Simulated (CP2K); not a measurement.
Two runs for the C K edge of acetylacetylene. Run A: CP2K XAS_TDP, all-electron GAPW, PBEh(45%), aug-cc-pVDZ, TDA, no relativity. Run B has a fault in its input.

First lines with a strength over 0.0015. A:

```tsv
atom	energy (eV)	states	strength, one atom
C1 (bonded to C and H)	281.00	1	0.0471
	282.44	1	0.0480
	284.91	1	0.0070
	285.53	1	0.0045
	286.26	1	0.0059
C2 (bonded to 2 C)	281.19	1	0.0217
	282.05	1	0.0536
	284.75	1	0.0357
	286.29	1	0.0035
	286.50	1	0.0015
C3 (bonded to 2 C and O)	282.06	1	0.0631
	287.23	1	0.0020
	287.71	1	0.0025
	288.28	1	0.0109
	288.52	1	0.0026
C4 (bonded to C and 3 H)	284.13	1	0.0076
	284.86	1	0.0263
	284.90	1	0.0114
	285.33	1	0.0150
	286.19	1	0.0016
```

B:

```tsv
atom	energy (eV)	states	strength, one atom
C1 (bonded to C and H)	279.75	1	0.0452
	281.09	1	0.0482
	284.83	1	0.0145
	285.42	1	0.0073
	288.40	1	0.0073
C2 (bonded to 2 C)	280.08	1	0.0224
	280.82	1	0.0509
	283.72	1	0.0332
	287.59	1	0.0216
	287.97	1	0.0052
C3 (bonded to 2 C and O)	280.88	1	0.0586
	287.42	1	0.0123
	288.69	1	0.0282
	289.62	1	0.0121
	290.12	1	0.0184
C4 (bonded to C and 3 H)	283.89	1	0.0088
	284.28	1	0.0344
	284.59	1	0.0204
	284.85	1	0.0452
	286.55	1	0.0082
```

Question: What went wrong in run B?

The basis is far too small (basis from aug-cc-pVDZ to 3-21G*). Against PBEh(45%) in aug-cc-pVDZ, the leading lines move by -1.25 eV (C1, to 279.75), -1.11 eV (C2, to 280.08), -1.18 eV (C3, to 280.88) and -0.58 eV (C4, to 284.28). The next line of C1 over the strength cut lies 1.34 eV higher, against 1.44. Another fault could leave a like mark.

[Banner, clock and machine lines of the logs are left out without a mark of their own.]

[Logs are printed without paths, hosts, clocks, repeated set-up lines and the standing remarks that a program may print on its own settings, such as how far it seeks lower states.]

[Hosts, paths, dates, database ids (printed as entryN), source tags and the programs' standing remarks are cut or masked in the printed files.]
